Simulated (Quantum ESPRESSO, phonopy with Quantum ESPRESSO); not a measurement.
# Grüneisen parameters and expansion of LiH (Fm-3m)

Aim: how the vibrations of LiH shift with volume, and the expansion that follows.

What experiment has found for this phase:
- heat capacity C_P per formula unit 28.1 J/mol/K and bulk modulus 33.7 GPa near room temperature (given in “High-Throughput Prediction of Finite-Temperature Properties using the Quasi-Harmonic Approximation”, 2016, arXiv:1603.06924)

Calculated with Quantum ESPRESSO 7.5; DFT LDA, scalar-relativistic, plane waves, PseudoDojo norm-conserving pseudopotentials.

Report form: the programs' logs are mostly left out.

The database entry behind the starting cell differs from later determinations by our own check (the deuteride, about 0.2 % short), so it need not match the best structure at ambient conditions.

## (1) Set-up

It takes space group Fm-3m (No. 225, cubic). The conventional cell has a = 4.074 Å, b = 4.074 Å, c = 4.074 Å, α = 90.00°, β = 90.00°, γ = 90.00°. Li has 6 H at 2.04 Å nearest. H has 6 Li at 2.04 Å nearest. Farther neighbours are not listed.

Coordinates:

```cif
data_structure
_symmetry_space_group_name_H-M 'Fm-3m'
_symmetry_Int_Tables_number 225
_cell_length_a 4.0735
_cell_length_b 4.0735
_cell_length_c 4.0735
_cell_angle_alpha 90.000
_cell_angle_beta 90.000
_cell_angle_gamma 90.000
_cell_volume 67.59
loop_
_atom_site_label
_atom_site_type_symbol
_atom_site_symmetry_multiplicity
_atom_site_Wyckoff_symbol
_atom_site_fract_x
_atom_site_fract_y
_atom_site_fract_z
_atom_site_occupancy
Li1 Li 4 a 0.00000 0.00000 0.00000 1
H1 H 4 b 0.50000 0.00000 0.00000 1
```

## (2) A first coarse run

A cheap single point shows whether the cell is a metal or an insulator and how far it is from rest; that sets the k-mesh and the occupations of what follows.

probe.in

```
 &control
    calculation='scf',
    prefix='x',
    outdir='./tmp',
    pseudo_dir='./pseudo',
    tprnfor=.true.,
    tstress=.true.,
    verbosity='high',
 /
 &system
    ibrav=0,
    nat=2,
    ntyp=2,
    ecutwfc=74.0,
    occupations='smearing',
    smearing='gaussian',
    degauss=0.01,
 /
 &electrons
    conv_thr=1.0d-07,
    mixing_beta=0.7,
    electron_maxstep=100,
 /
ATOMIC_SPECIES
 Li      6.9400  Li.upf
 H       1.0080  H.upf
CELL_PARAMETERS angstrom
     0.000000000    2.036750000    2.036750000
     2.036750000    0.000000000    2.036750000
     2.036750000    2.036750000    0.000000000
ATOMIC_POSITIONS crystal
 Li     0.000000000   0.000000000   0.000000000
 H      0.500000000   0.500000000   0.500000000
K_POINTS automatic
 8 8 8 0 0 0
```

Run with:

```console
$ OMP_NUM_THREADS=1 mpirun -n 8 pw.x -nk 8 -in probe.in > probe.out
```

It took 0.95 s on 8 MPI ranks of Arm Neoverse V2, shared host; 6.7 s of CPU time.

Numbers from this step:

```yaml
volume_per_atom: 8.449 Å³
pressure: -4.1 GPa
gap_on_the_k_mesh: 2.660 eV
```

The start is under -4.1 GPa at this level and looks like an insulator or semiconductor on this mesh.

## (3) Finding the static equilibrium

Phonons are second derivatives about a minimum, so cell and atoms are relaxed first, inside the symmetry of the start.

relax.in

```
 &control
    calculation='vc-relax',
    prefix='x',
    outdir='./tmp',
    pseudo_dir='./pseudo',
    tprnfor=.true.,
    tstress=.true.,
    forc_conv_thr=2.0d-05,
    etot_conv_thr=1.0d-07,
    nstep=40,
 /
 &system
    ibrav=0,
    nat=2,
    ntyp=2,
    ecutwfc=74.0,
    occupations='fixed',
    nbnd=4,
 /
 &electrons
    conv_thr=1.0d-11,
    mixing_beta=0.7,
    electron_maxstep=100,
 /
 &ions
 /
 &cell
    press_conv_thr=0.1,
 /
ATOMIC_SPECIES
 Li      6.9400  Li.upf
 H       1.0080  H.upf
CELL_PARAMETERS angstrom
     0.000000000    2.036750000    2.036750000
     2.036750000    0.000000000    2.036750000
     2.036750000    2.036750000    0.000000000
ATOMIC_POSITIONS crystal
 Li     0.000000000   0.000000000   0.000000000
 H      0.500000000   0.500000000   0.500000000
K_POINTS automatic
 10 10 10 0 0 0
```

Run with:

```console
$ OMP_NUM_THREADS=1 mpirun -n 8 pw.x -nk 8 -in relax.in > relax.out
```

Wall time 2.9 s (8 MPI ranks).

Step by step:

```
step  energy less that of the first step (eV)  largest force (eV/Å)  volume (Å³)
   1                                   0.0000                0.0000        16.90
   2                                  -0.0084                0.0000        16.55
   3                                  -0.0183                0.0000        16.03
   4                                  -0.0265                0.0000        15.27
   5                                  -0.0274                0.0000        14.91
   6                                  -0.0274                0.0000        14.94
   7                                  -0.0274                0.0000        14.94
   8                                  -0.0273                0.0000        14.94
```

```
conventional cell, symmetrised  before  after   change
                         a (Å)   4.074  3.909   -4.0 %
                         b (Å)   4.074  3.909   -4.0 %
                         c (Å)   4.074  3.909   -4.0 %
              volume (Å³/atom)    8.45   7.47  -11.6 %
```

The relaxed structure:

```xyz
2
Lattice="0.0000 1.9546 1.9546 1.9546 0.0000 1.9546 1.9546 1.9546 0.0000" Properties=species:S:1:pos:R:3 pbc="T T T"
Li    0.0000    0.0000    0.0000
H     1.9546    1.9546    1.9546
```

Numbers from this step:

```yaml
volume_per_atom: 7.468 Å³
pressure: -0.04100 GPa
gap_on_the_k_mesh: 2.544 eV
```

After the last step pw.x solved the final cell once more on a basis chosen for it, which moves the energy without moving the atoms.

## (4) Self-consistent run

A tight ground state at this cell gives the energy of this member; its pressure is the stress at this cutoff, which can carry an offset from the finite basis.

scf.in

```
 &control
    calculation='scf',
    prefix='x',
    outdir='./tmp',
    pseudo_dir='./pseudo',
    tprnfor=.true.,
    tstress=.true.,
 /
 &system
    ibrav=0,
    nat=2,
    ntyp=2,
    ecutwfc=74.0,
    occupations='fixed',
    nbnd=4,
 /
 &electrons
    conv_thr=1.0d-12,
    mixing_beta=0.7,
    electron_maxstep=100,
 /
ATOMIC_SPECIES
 Li      6.9400  Li.upf
 H       1.0080  H.upf
CELL_PARAMETERS angstrom
     0.000000000    1.954647872    1.954647872
     1.954647872    0.000000000    1.954647872
     1.954647872    1.954647872    0.000000000
ATOMIC_POSITIONS crystal
 Li     0.000000000   0.000000000   0.000000000
 H      0.500000000   0.500000000   0.500000000
K_POINTS automatic
 12 12 12 0 0 0
```

Run with:

```console
$ OMP_NUM_THREADS=1 mpirun -n 8 pw.x -nk 8 -in scf.in > scf.out
```

Run time: 1.2 s. Hardware: 8 MPI ranks.

Numbers from this step:

| Quantity | Value |
| --- | --- |
| pressure | -0.04300 GPa |

On a basis chosen for the relaxed cell the pressure is -0.043 GPa, small enough for phonons.

## (5) Zone-centre response

In a polar crystal the Born charges and ε∞ give the long-range dipole term that a finite supercell misses. They are those of this k-mesh and were not tested on a denser one; where the gap is small they converge slowly, and the LO modes with them.

ph.in

```
phonons
 &inputph
    prefix='x',
    outdir='./tmp',
    fildyn='x.dyn',
    tr2_ph=1.0d-18,
    epsil=.true.,
 /
0.000000000 0.000000000 0.000000000
```

scf.in is that of step 4.

Run with:

```console
$ OMP_NUM_THREADS=1 mpirun -n 8 ph.x -nk 8 -in ph.in > ph.out
```

Run time: 6.8 s. Hardware: 8 MPI ranks.

This step gave:

```
Γ frequencies : 1, 1, 1, 647.5, 647.5, 647.5 cm⁻¹ (negative: imaginary)
Γ symmetry    : T_1u G_15 G_4- I, T_1u G_15 G_4- I, T_1u G_15 G_4- I, T_1u G_15 G_4- I, T_1u G_15 G_4- I, T_1u G_15 G_4- I
```

ε∞:

```
5.01 0.00 0.00
0.00 5.01 0.00
0.00 0.00 5.01
```

Born charge (rows field, columns displacement), before the sum rule (e), principal values of the symmetric part by kind of site:

```
atom  atoms with these values    low  middle   high   mean
 Li1                        1   1.03    1.03   1.03   1.03
  H2                        1  -1.03   -1.03  -1.03  -1.03
```

In full for Li1:

```
1.03 0.00 0.00
0.00 1.03 0.00
0.00 0.00 1.03
```

The Born charges sum to zero within 7.5e-4 e; the rest is removed before use. Acoustic frequencies in this log differ from zero by the error of the sum rule, which ph.x does not impose.

## (6) A displaced supercell

One atom (for the harmonic constants) or a pair of atoms (for the cubic ones) is moved by a few hundredths of an ångström; the forces on all atoms give a column of force constants. The threshold is tight because the forces are small.

System of this step: LiH. The cell holds 54 atoms: 27 Li and 27 H. Its edges and angles: a = 8.293 Å, b = 8.293 Å, c = 8.293 Å, α = 60.0°, β = 60.0°, γ = 60.0°. It derives from LiH, repeated 3×3×3.

disp-00001.in

```
 &control
    calculation='scf',
    prefix='x',
    outdir='./tmp',
    pseudo_dir='./pseudo',
    tprnfor=.true.,
    disk_io='none',
 /
 &system
    ibrav=0,
    nat=54,
    ntyp=2,
    ecutwfc=74.0,
    occupations='fixed',
    nbnd=56,
 /
 &electrons
    conv_thr=1.0d-11,
    mixing_beta=0.7,
    electron_maxstep=100,
 /
ATOMIC_SPECIES
 Li      6.9400  Li.upf
 H       1.0080  H.upf
CELL_PARAMETERS angstrom
     0.000000000    5.863943616    5.863943616
     5.863943616    0.000000000    5.863943616
     5.863943616    5.863943616    0.000000000
ATOMIC_POSITIONS crystal
 Li     0.002411711   0.000000000   0.000000000
 Li     0.333333333   0.000000000   0.000000000
 Li     0.666666667   0.000000000   0.000000000
 Li     0.000000000   0.333333333   0.000000000
 Li     0.333333333   0.333333333   0.000000000
 Li     0.666666667   0.333333333   0.000000000
 Li     0.000000000   0.666666667   0.000000000
 Li     0.333333333   0.666666667   0.000000000
[... 42 atom lines left out ...]
 H      0.833333333   0.500000000   0.833333333
 H      0.166666667   0.833333333   0.833333333
 H      0.500000000   0.833333333   0.833333333
 H      0.833333333   0.833333333   0.833333333
K_POINTS automatic
 3 3 3 0 0 0
```

Run with:

```console
$ OMP_NUM_THREADS=1 mpirun -n 4 pw.x -nk 4 -in disp-00001.in > disp-00001.out
```

Wall time 100 s (4 MPI ranks).

This step gave:

| Quantity | Value |
| --- | --- |
| gap on the k-mesh | 2.872 eV |

Force (size) by element, in eV/Å:

```
element  atoms    mean  spread (r.m.s.)   least  largest
     Li     27  0.0071           0.0133  0.0009   0.0725
      H     27  0.0027           0.0023  0.0003   0.0072
```

The atoms with the largest values:

```
atom       x, y, z (Å)              force (eV/Å)
 Li1  0.00, 0.01, 0.01  0.0000, -0.0513, -0.0513
 Li2  0.00, 1.95, 1.95    0.0000, 0.0098, 0.0098
 Li3  0.00, 3.91, 3.91    0.0000, 0.0094, 0.0094
 Li4  1.95, 0.00, 1.95   0.0066, -0.0010, 0.0031
 Li8  3.91, 1.95, 5.86  -0.0066, 0.0031, -0.0010
Li10  1.95, 1.95, 0.00   0.0066, 0.0031, -0.0010
Li20  3.91, 5.86, 1.95  -0.0066, -0.0010, 0.0031
 Li7  3.91, 0.00, 3.91   0.0065, -0.0009, 0.0030
```

At this level the gap is 2.87 eV on the k-mesh of the self-consistent run, which can miss the band edges.

## (7) A displaced supercell

disp-00002.in, as its differences from disp-00001.in of step 6:

```diff
@@ -29,3 +29,3 @@
 ATOMIC_POSITIONS crystal
- Li     0.002411711   0.000000000   0.000000000
+ Li     0.000000000   0.000000000   0.000000000
  Li     0.333333333   0.000000000   0.000000000
@@ -56,3 +56,3 @@
  Li     0.666666667   0.666666667   0.666666667
- H      0.166666667   0.166666667   0.166666667
+ H      0.169078377   0.166666667   0.166666667
  H      0.500000000   0.166666667   0.166666667
```

Run with:

```console
$ OMP_NUM_THREADS=1 mpirun -n 4 pw.x -nk 4 -in disp-00002.in > disp-00002.out
```

Wall time 1.7 min (4 MPI ranks).

## (8) Phonons, V/V0 1

This step: DFT LDA, scalar-relativistic, plane waves, PseudoDojo norm-conserving pseudopotentials (phonopy with Quantum ESPRESSO 4.10.0 / 7.5).

Wall time 1.7 min (8 threads).

Numbers from this step:

```
point group                              : m-3m
highest frequency                        : 1099 cm⁻¹
Debye temperature from the second moment : 1298 K
lowest frequency on the path             : 0.1 cm⁻¹
zero-point energy                        : 0.2351 eV/cell
Γ frequencies                            : 0, 0, 0, 647.3, 647.3, 647.3 cm⁻¹ (negative: imaginary)
```

Phonopy, LO-TO term from ph.x's tensors. The phonon branches at the labelled points (cm⁻¹):

```
    point  branch 1  branch 2  branch 3  branch 4  branch 5  branch 6
        Γ         0         0         0       647       647      1099
  halfway       256       256       371       772       772      1083
        X       333       333       434       857       857      1039
  halfway       333       356       431       856       886      1027
        U       330       408       418       855       951       993
jump to K       330       408       418       855       951       993
  halfway       241       285       406       792       804      1082
        Γ         0         0         0       647       647      1099
  halfway       215       215       367       762       762      1094
        L       304       304       542       857       857      1088
  halfway       322       356       487       858       910      1039
        W       372       399       399       901       955       955
  halfway       353       356       426       879       888      1016
        X       333       333       434       857       857      1039
```

Harmonic. Thermo, by row:

```
T (K)  F_vib (meV/atom)  S (J/mol-atom/K)  C_V (J/mol-atom/K)
    0             117.6                 0                   0
   50             117.5             0.072               0.264
  100             117.4             0.826               2.528
  150             116.5             2.441               5.623
  200             114.8             4.448               8.406
  250             111.9             6.593               10.87
  300             107.9              8.77               13.02
  350             102.8             10.92               14.84
  400             96.62                13               16.37
  450             89.36             15.01               17.62
  500             81.09             16.92               18.66
  550             71.84             18.74                19.5
  600             61.68             20.46               20.21
  650             50.65             22.11               20.79
  700             38.79             23.66               21.28
  750             26.14             25.15               21.69
  800             12.74             26.56               22.04
  850             -1.38              27.9               22.33
  900            -16.17             29.19               22.59
  950            -31.62             30.41               22.81
 1000            -47.69             31.59                  23
```

The modes has structure finer than the step of the table below, so its rows give means over 50 cm⁻¹, whole bins alone (the curve runs from -10 to 1142 cm⁻¹). Peaks (cm⁻¹: height): H 852.1: 0.0248, 1083.9: 0.0114; Li 323.2: 0.0213, 439.2: 0.0127.

Phonopy on the run's constants, 21x21x21 mesh, Gaussian sigma 8.2 cm⁻¹. Table of modes by wavenumber; means over each step; values in 1/cm⁻¹/cell:

```
wavenumber (cm⁻¹)        H       Li
               50   1.1e-5   8.9e-5
              100   4.8e-5   3.9e-4
              150   9.5e-5   9.9e-4
              200   1.5e-4  0.00219
              250   2.0e-4  0.00494
              300   2.0e-4   0.0148
              350   1.4e-4   0.0145
              400   1.1e-4  0.00675
              450   1.2e-4   0.0101
              500   3.1e-5  0.00366
              550   9.4e-7   4.3e-4
              600        0        0
              650   2.8e-4   3.6e-5
              700  0.00127   1.2e-4
              750  0.00276   1.7e-4
              800  0.00622   1.8e-4
              850   0.0180   1.3e-4
              900  0.00787   3.0e-5
              950  0.00318   3.5e-6
             1000  0.00446   2.0e-6
             1050  0.00940   1.1e-4
             1100  0.00546   3.2e-4
```

No LO-TO term. Modes at Γ, with each element's share of the kinetic energy:

```
mode  frequency (cm⁻¹)  symmetry  Li %  H %
   1               0.0       T1u    87   13
   2               0.0       T1u    87   13
   3               0.0       T1u    87   13
   4             647.3       T1u    13   87
   5             647.3       T1u    13   87
   6             647.3       T1u    13   87
```

Displacements in mode 4 (647.3 cm⁻¹), the largest set to 1:
```
Li1  0.00 -0.01 -0.15
H2   0.00  0.06  1.00
```

No mode is imaginary beyond numerical noise along the path.

The time given is that of the 2 pw.x runs on displaced cells behind this step.

## (9) Ground state at this cell, V/V0 1.02

This step: DFT LDA, scalar-relativistic, plane waves, PseudoDojo norm-conserving pseudopotentials (Quantum ESPRESSO 7.5).

System of this step: LiH. It takes space group Fm-3m (No. 225, cubic). Conventional cell: a = 3.935 Å, b = 3.935 Å, c = 3.935 Å, α = 90.00°, β = 90.00°, γ = 90.00°. Nearest to Li lie 6 H at 1.97 Å. H has 6 Li at 1.97 Å nearest. Farther neighbours are not listed.

Edit scf.in of step 5 so:

```diff
@@ -25,5 +25,5 @@
 CELL_PARAMETERS angstrom
-     0.000000000    1.954647872    1.954647872
-     1.954647872    0.000000000    1.954647872
-     1.954647872    1.954647872    0.000000000
+     0.000000000    1.967592937    1.967592937
+     1.967592937    0.000000000    1.967592937
+     1.967592937    1.967592937    0.000000000
 ATOMIC_POSITIONS crystal
```

Run with:

```console
$ OMP_NUM_THREADS=1 mpirun -n 8 pw.x -nk 8 -in scf.in > scf.out
```

The job ended after 1.2 s (8 MPI ranks; 9 s of CPU time).

At this level the gap is 2.56 eV on the k-mesh of the self-consistent run, which can miss the band edges.

## (10) Zone-centre response

ph.in is that of step 5.

scf.in is that of step 9.

Run with:

```console
$ OMP_NUM_THREADS=1 mpirun -n 8 ph.x -nk 8 -in ph.in > ph.out
```

Elapsed: 6.8 s, on 8 MPI ranks; 54 s of CPU time.

The Born charges sum to zero within 6.6e-4 e; the rest is removed before use. Acoustic frequencies in this log differ from zero by the error of the sum rule, which ph.x does not impose.

## (11) A displaced supercell

System of this step: LiH. The cell holds 54 atoms: 27 Li and 27 H. Its edges and angles: a = 8.348 Å, b = 8.348 Å, c = 8.348 Å, α = 60.0°, β = 60.0°, γ = 60.0°. It derives from LiH, repeated 3×3×3.

Edit disp-00001.in of step 6 so:

```diff
@@ -25,7 +25,7 @@
 CELL_PARAMETERS angstrom
-     0.000000000    5.863943616    5.863943616
-     5.863943616    0.000000000    5.863943616
-     5.863943616    5.863943616    0.000000000
+     0.000000000    5.902778811    5.902778811
+     5.902778811    0.000000000    5.902778811
+     5.902778811    5.902778811    0.000000000
 ATOMIC_POSITIONS crystal
- Li     0.002411711   0.000000000   0.000000000
+ Li     0.002395844   0.000000000   0.000000000
  Li     0.333333333   0.000000000   0.000000000
```

Run with:

```console
$ OMP_NUM_THREADS=1 mpirun -n 4 pw.x -nk 4 -in disp-00001.in > disp-00001.out
```

Wall time 87 s (4 MPI ranks); 5.8 min of CPU time.

## (12) Phonons, V/V0 1.02

This step: DFT LDA, scalar-relativistic, plane waves, PseudoDojo norm-conserving pseudopotentials (phonopy with Quantum ESPRESSO 4.10.0 / 7.5).

Elapsed: 1.7 min, on 8 threads; 13 min of CPU time.

Phonopy, LO-TO term from ph.x's tensors. The phonon branches at the labelled points (cm⁻¹):

```
    point  branch 1  branch 2  branch 3  branch 4  branch 5  branch 6
        Γ         0         0         0       628       628      1085
  halfway       253       253       360       754       754      1068
        X       326       326       423       840       840      1025
  halfway       326       349       419       840       869      1013
        U       323       400       408       838       935       978
jump to K       323       400       408       838       935       978
  halfway       233       281       398       773       785      1068
        Γ         0         0         0       628       628      1085
  halfway       210       210       361       743       743      1080
        L       297       297       533       837       837      1073
  halfway       314       347       479       840       892      1024
        W       364       390       390       884       939       939
  halfway       346       349       415       863       871      1001
        X       326       326       423       840       840      1025
```

No mode is imaginary beyond numerical noise along the path. The highest zone-centre mode (no LO–TO term) moved by -3.0 % for a volume change of +2.0 %.

The time given is that of the 2 pw.x runs on displaced cells behind this step.

## (13) Ground state at this cell, V/V0 0.98

This step: DFT LDA, scalar-relativistic, plane waves, PseudoDojo norm-conserving pseudopotentials (Quantum ESPRESSO 7.5).

System of this step: LiH. It takes space group Fm-3m (No. 225, cubic). Conventional cell: a = 3.883 Å, b = 3.883 Å, c = 3.883 Å, α = 90.00°, β = 90.00°, γ = 90.00°. Nearest to Li lie 6 H at 1.94 Å. H has 6 Li at 1.94 Å nearest. Farther neighbours are not listed.

Edit scf.in of step 10 so:

```diff
@@ -25,5 +25,5 @@
 CELL_PARAMETERS angstrom
-     0.000000000    1.967592937    1.967592937
-     1.967592937    0.000000000    1.967592937
-     1.967592937    1.967592937    0.000000000
+     0.000000000    1.941529035    1.941529035
+     1.941529035    0.000000000    1.941529035
+     1.941529035    1.941529035    0.000000000
 ATOMIC_POSITIONS crystal
```

Run with:

```console
$ OMP_NUM_THREADS=1 mpirun -n 8 pw.x -nk 8 -in scf.in > scf.out
```

Run time: 1.2 s. Hardware: 8 MPI ranks; 9 s of CPU time.

The run ends at a pressure of 0.81 GPa.

(Continued in part 2 of 2.)

[Logs are printed without paths, hosts, clocks, repeated set-up lines and the standing remarks that a program may print on its own settings, such as how far it seeks lower states.]

[Hosts, paths, dates, database ids (printed as entryN), source tags and the programs' standing remarks are cut or masked in the printed files.]

[A step with changed settings may run another functional than the one named; its input shows which.]

[Of the runs on displaced cells, only some may be shown.]
